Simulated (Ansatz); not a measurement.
# How the geometry moves the gap of CaMoO4 (I4_1/a), part 2 of 2

Wanted: the change of the gap of CaMoO4 (I4_1/a) on relaxing cell and ions.

Ansatz 0.2.0; r2SCAN, HSE06 and G0W0, plane waves, PAW. Known limits of the many-body steps: not at the basis limit; no spin-orbit coupling.

So far. Step 2 (r2SCAN bands at the given cell): The gap is direct, at Γ. Step 4 (r2SCAN at the relaxed cell): The gap is direct, at Γ.

## 5. HSE06 at the relaxed cell

HSE06 mixes in a quarter of exact exchange at short range. Exchange couples all pairs of k points, which makes a full band path dear, so levels are read on the mesh and at chosen points.

This step: DFT, HSE06, plane waves, PAW.

Contents of input.yaml:

```yaml
crystal:
  lattice:
    - [-2.6132424917, 2.6132424917, 5.6901892587]
    - [2.6132424917, -2.6132424917, 5.6901892587]
    - [2.6132424917, 2.6132424917, -5.6901892587]
  atoms:
    - { symbol: Ca, position: [0.75, 0.25, 0.5] }
    - { symbol: Ca, position: [0.0, 0.0, 0.0] }
    - { symbol: Mo, position: [0.25, 0.75, 0.5] }
    - { symbol: Mo, position: [0.5, 0.5, 0.0] }
    - { symbol: O, position: [0.5772811871, 0.9852651805, 0.89297316] }
    - { symbol: O, position: [0.7352651805, 0.3422920205, 0.9079839934] }
    - { symbol: O, position: [0.0922920205, 0.684308027, 0.10702684] }
    - { symbol: O, position: [0.434308027, 0.8272811871, 0.0920160066] }
    - { symbol: O, position: [0.1727188129, 0.2647348195, 0.60702684] }
    - { symbol: O, position: [0.0147348195, 0.9077079795, 0.5920160066] }
    - { symbol: O, position: [0.6577079795, 0.565691973, 0.39297316] }
    - { symbol: O, position: [0.315691973, 0.4227188129, 0.4079839934] }
kpoints:
  mp_grid: { grid: [4, 4, 4] }
  band_path:
    path:
      - [0.0, 0.0, 0.0]
      - [0.0, 0.0, 0.5]
      - [0.25, 0.25, 0.25]
      - [0.0, 0.5, 0.0]
      - [0.5, 0.5, -0.5]
      - [0.30222776, 0.69777224, -0.30222776]
      - [-0.30222776, 0.30222776, 0.30222776]
      - [-0.10445551, 0.10445551, 0.5]
    npoints: 1
hamiltonian:
  xc: hse06
scf:
  occupations: { method: fixed }
  n_extra_bands: 8
output:
  eigenvalues: true
```

Launch:

```console
$ ansatz run input.yaml --threads 24 --pin off --max-ram 82944MiB --backend cuda --events-out ev --progress --plain --runs-dir out --devices 1 --max-vram 78GiB
```

Numbers of over 12 decimals in the logs are rounded to 6 here.

Output:

```text
[...]
GPUs: using 1 of 1 available (devices: 1).
[...]
davidson cushion auto → on  (no smearing: the cushion is to keep the highest requested band from converging to the state above it; pin scf.eigensolver.cushion to override)
[...]
Crystal: 12 atoms, lattice volume = 155.434 Å³
Basis set: ecut = 420 eV, 3043 PW (Γ)
Bands: 56, of which v1, the nominal top of the filled ones, is band 48 counted from 1 (47 counted from 0)
[...]
Fermi energy:    5.931668 eV
[...]
--- Band table (eV; the first three rows and the last of 14) ---
  k-point 0: bands = [... 44 lower, 5.2414, 5.5976, 5.9317, 5.9317, 10.8171, 11.2440, 11.5714, 11.6394, ... 4 higher]
  k-point 1: bands = [... 44 lower, 5.3799, 5.4696, 5.4707, 5.7480, 11.0238, 11.4183, 11.4381, 11.7268, ... 4 higher]
  k-point 2: bands = [... 44 lower, 5.3171, 5.3171, 5.4779, 5.4779, 11.1366, 11.1366, 11.6562, 11.6562, ... 4 higher]
  k-point 13: bands = [... 44 lower, 5.4871, 5.4871, 5.8704, 5.8704, 11.0507, 11.0507, 11.3167, 11.3167, ... 4 higher]
[key lines of the parts left out:]
Free energy (F): -18099.077439 eV
```

It took 9 s on 1 × NVIDIA GB200 (shared by 2 runs) with 24 threads of Arm Neoverse V2, shared host; peak memory 1.8 GiB.

This step gave:

```yaml
gap: 4.885 eV
valence_top_at: Γ
conduction_bottom_at: Γ
least_direct_gap: 4.885 eV
```

The gap stands +1.08 eV against r2SCAN.

## 6. G0W0 at the relaxed cell

Now the one-shot GW correction: screening in the RPA, then the self-energy of the levels asked for.

This step: G0W0 on r2SCAN, plane waves, PAW.

Changes to input.yaml since step 5:

```diff
@@ -20,19 +20,11 @@
   mp_grid: { grid: [4, 4, 4] }
-  band_path:
-    path:
-      - [0.0, 0.0, 0.0]
-      - [0.0, 0.0, 0.5]
-      - [0.25, 0.25, 0.25]
-      - [0.0, 0.5, 0.0]
-      - [0.5, 0.5, -0.5]
-      - [0.30222776, 0.69777224, -0.30222776]
-      - [-0.30222776, 0.30222776, 0.30222776]
-      - [-0.10445551, 0.10445551, 0.5]
-    npoints: 1
 hamiltonian:
-  xc: hse06
+  xc: r2scan
 scf:
   occupations: { method: fixed }
-  n_extra_bands: 8
-output:
-  eigenvalues: true
+gw:
+  n_empty_bands: 331
+  ecut_chi: 96
+  qp_bands: [v4, c4]
+  qp_kpoints: band_edges
+  screening: { model: contour_deformation }
```

Output:

```text
GPUs: using 1 of 1 available (devices: 1).
[...]
Crystal: 12 atoms, lattice volume = 155.434 Å³
Basis set: ecut = 500 eV, 3997 PW (Γ), exchange–correlation on 200×200×200 points (64 copies of the dense FFT grid, shifted against one another)
Bands: 60, of which v1, the nominal top of the filled ones, is band 48 counted from 1 (47 counted from 0)
Symmetry: 8 space group operations
[...]
k-points: 14 of 64
[...]
7    50     10.9458   -16.1703    -4.0335   -21.8786  0.7859    12.6542    12.6207  root
     7    51     11.0007   -16.0499    -4.0548   -21.7481  0.7900    12.6750    12.6442  root
[...]
13    49     10.6512   -15.3284    -4.1610   -21.0739  0.7932    12.2636    12.2356  root
    13    50     10.6512   -15.3284    -4.1610   -21.0739  0.7932    12.2636    12.2356  root
    13    51     10.9262   -15.9269    -4.0570   -21.6158  0.7917    12.5878    12.5581  root
    13    52     10.9262   -15.9269    -4.0570   -21.6158  0.7917    12.5878    12.5581  root
[key lines of the parts left out:]
SCF converged after 7 iterations
```

It took 11 s on 1 × NVIDIA GB200 (shared by 2 runs) with 24 threads; peak memory 2.4 GiB.

Numbers from this step:

| Property | Result |
| --- | --- |
| bands summed | 379 |
| RPA ε∞ on this mesh (eigenvalues) | 3.511, 3.511, 3.526 |
| plane waves in the screening matrix | 321 |
| G0W0 gap on the mesh | 5.569 eV |
| k of the valence top | 0, 0, 0 |
| k of the conduction bottom | 0, 0, 0 |
| starting gap on the mesh | 3.806 eV |
| least direct G0W0 gap on the computed points | 5.569 eV |

The gap on the mesh goes from 3.81 eV to 5.57 eV, a correction of +1.76 eV. Between the two edge states, bare exchange in place of the xc potential would open the gap by 10.37 eV, and correlation takes back 8.60 eV.

## 7. G0W0 at the given cell

Contents of input.yaml:

```yaml
crystal:
  lattice:
    - [-2.6118, 2.6118, 5.71425]
    - [2.6118, -2.6118, 5.71425]
    - [2.6118, 2.6118, -5.71425]
  atoms:
    - { symbol: Ca, position: [0.75, 0.25, 0.5] }
    - { symbol: Ca, position: [0.0, 0.0, 0.0] }
    - { symbol: Mo, position: [0.25, 0.75, 0.5] }
    - { symbol: Mo, position: [0.5, 0.5, 0.0] }
    - { symbol: O, position: [0.57776, 0.98246, 0.89142] }
    - { symbol: O, position: [0.73246, 0.34104, 0.9047] }
    - { symbol: O, position: [0.09104, 0.68634, 0.10858] }
    - { symbol: O, position: [0.43634, 0.82776, 0.0953] }
    - { symbol: O, position: [0.17224, 0.26754, 0.60858] }
    - { symbol: O, position: [0.01754, 0.90896, 0.5953] }
    - { symbol: O, position: [0.65896, 0.56366, 0.39142] }
    - { symbol: O, position: [0.31366, 0.42224, 0.4047] }
kpoints:
  mp_grid: { grid: [4, 4, 4] }
hamiltonian:
  xc: r2scan
scf:
  occupations: { method: fixed }
gw:
  n_empty_bands: 333
  ecut_chi: 96
  qp_bands: [v4, c4]
  qp_kpoints: band_edges
  screening: { model: contour_deformation }
```

Output:

```text
GPUs: using 1 of 1 available (devices: 1).
[...]
Crystal: 12 atoms, lattice volume = 155.919 Å³
Basis set: ecut = 500 eV, 3997 PW (Γ), exchange–correlation on 200×200×200 points (64 copies of the dense FFT grid, shifted against one another)
Bands: 60, of which v1, the nominal top of the filled ones, is band 48 counted from 1 (47 counted from 0)
Symmetry: 8 space group operations
[...]
k-points: 14 of 64
[...]
7    50     10.9458   -16.1588    -4.0341   -21.8787  0.7868    12.6651    12.6315  root
     7    51     10.9981   -16.0318    -4.0509   -21.7364  0.7910    12.6826    12.6518  root
[...]
13    49     10.6516   -15.2968    -4.1600   -21.0497  0.7942    12.2724    12.2445  root
    13    50     10.6516   -15.2968    -4.1600   -21.0497  0.7942    12.2724    12.2445  root
    13    51     10.9186   -15.9134    -4.0510   -21.6066  0.7927    12.5904    12.5607  root
    13    52     10.9186   -15.9134    -4.0510   -21.6066  0.7927    12.5904    12.5607  root
[key lines of the parts left out:]
SCF converged after 7 iterations
```

Run time: 12 s. Hardware: 1 × NVIDIA GB200 (shared by 2 runs) with 24 threads; peak memory 2.5 GiB; 41 s of CPU time.

Numbers from this step:

| Quantity | Value |
| --- | --- |
| bands summed | 381 |
| RPA ε∞ on this mesh (eigenvalues) | 3.484, 3.484, 3.501 |
| plane waves in the screening matrix | 329 |
| G0W0 gap on the mesh | 5.630 eV |
| k of the valence top | 0, 0, 0 |
| k of the conduction bottom | 0, 0, 0 |
| starting gap on the mesh | 3.849 eV |
| least direct G0W0 gap on the computed points | 5.630 eV |

The gap on the mesh goes from 3.85 eV to 5.63 eV, a correction of +1.78 eV. Between the two edge states, bare exchange in place of the xc potential would open the gap by 10.37 eV, and correlation takes back 8.59 eV.

## 8. Together

G0W0 rows are gaps on the mesh, lowered by the amount that the mesh misses the start's edges, a rough step that assumes the same correction there.

| level | given cell (eV) | relaxed cell (eV) | change (eV) |
| --- | --- | --- | --- |
| r2SCAN | 3.85 | 3.81 | −0.04 |
| HSE06 | - | 4.89 | - |
| G0W0@r2SCAN | 5.63 | 5.57 | −0.06 |

## 9. Summary of results

- volume change: −0.3 %
- r2SCAN, given cell: 3.85 eV
- r2SCAN, relaxed cell: 3.81 eV
- HSE06, relaxed cell: 4.89 eV
- G0W0@r2SCAN, relaxed cell: 5.57 eV
- G0W0@r2SCAN, given cell: 5.63 eV
- known limits: not at the basis limit; no spin-orbit coupling

Relaxation changes the volume by −0.3 % and the gap by −0.04 eV (r2SCAN) and −0.06 eV (G0W0@r2SCAN). Bands and cutoff are finite, so the gap is not at the basis limit. The miss can reach some tenths of an eV and take either sign; the mesh is an error of its own. The many-body steps are scalar-relativistic: spin-orbit coupling is not in them.

[Paths, hosts, dates, memory and timing lines, banners, echoed tables and standing remarks are left out of the program output.]

[Logs are printed without paths, hosts, clocks, repeated set-up lines and the standing remarks that a program may print on its own settings, such as how far it seeks lower states.]

[Runs of the session that timed out or met a known fault of the program may be left out.]

[Cells called generated may have been cut or substituted from an entry of the Crystallography Open Database or the Materials Project.]

[Hosts, paths, dates, database ids (printed as entryN), source tags and the programs' standing remarks are cut or masked in the printed files.]
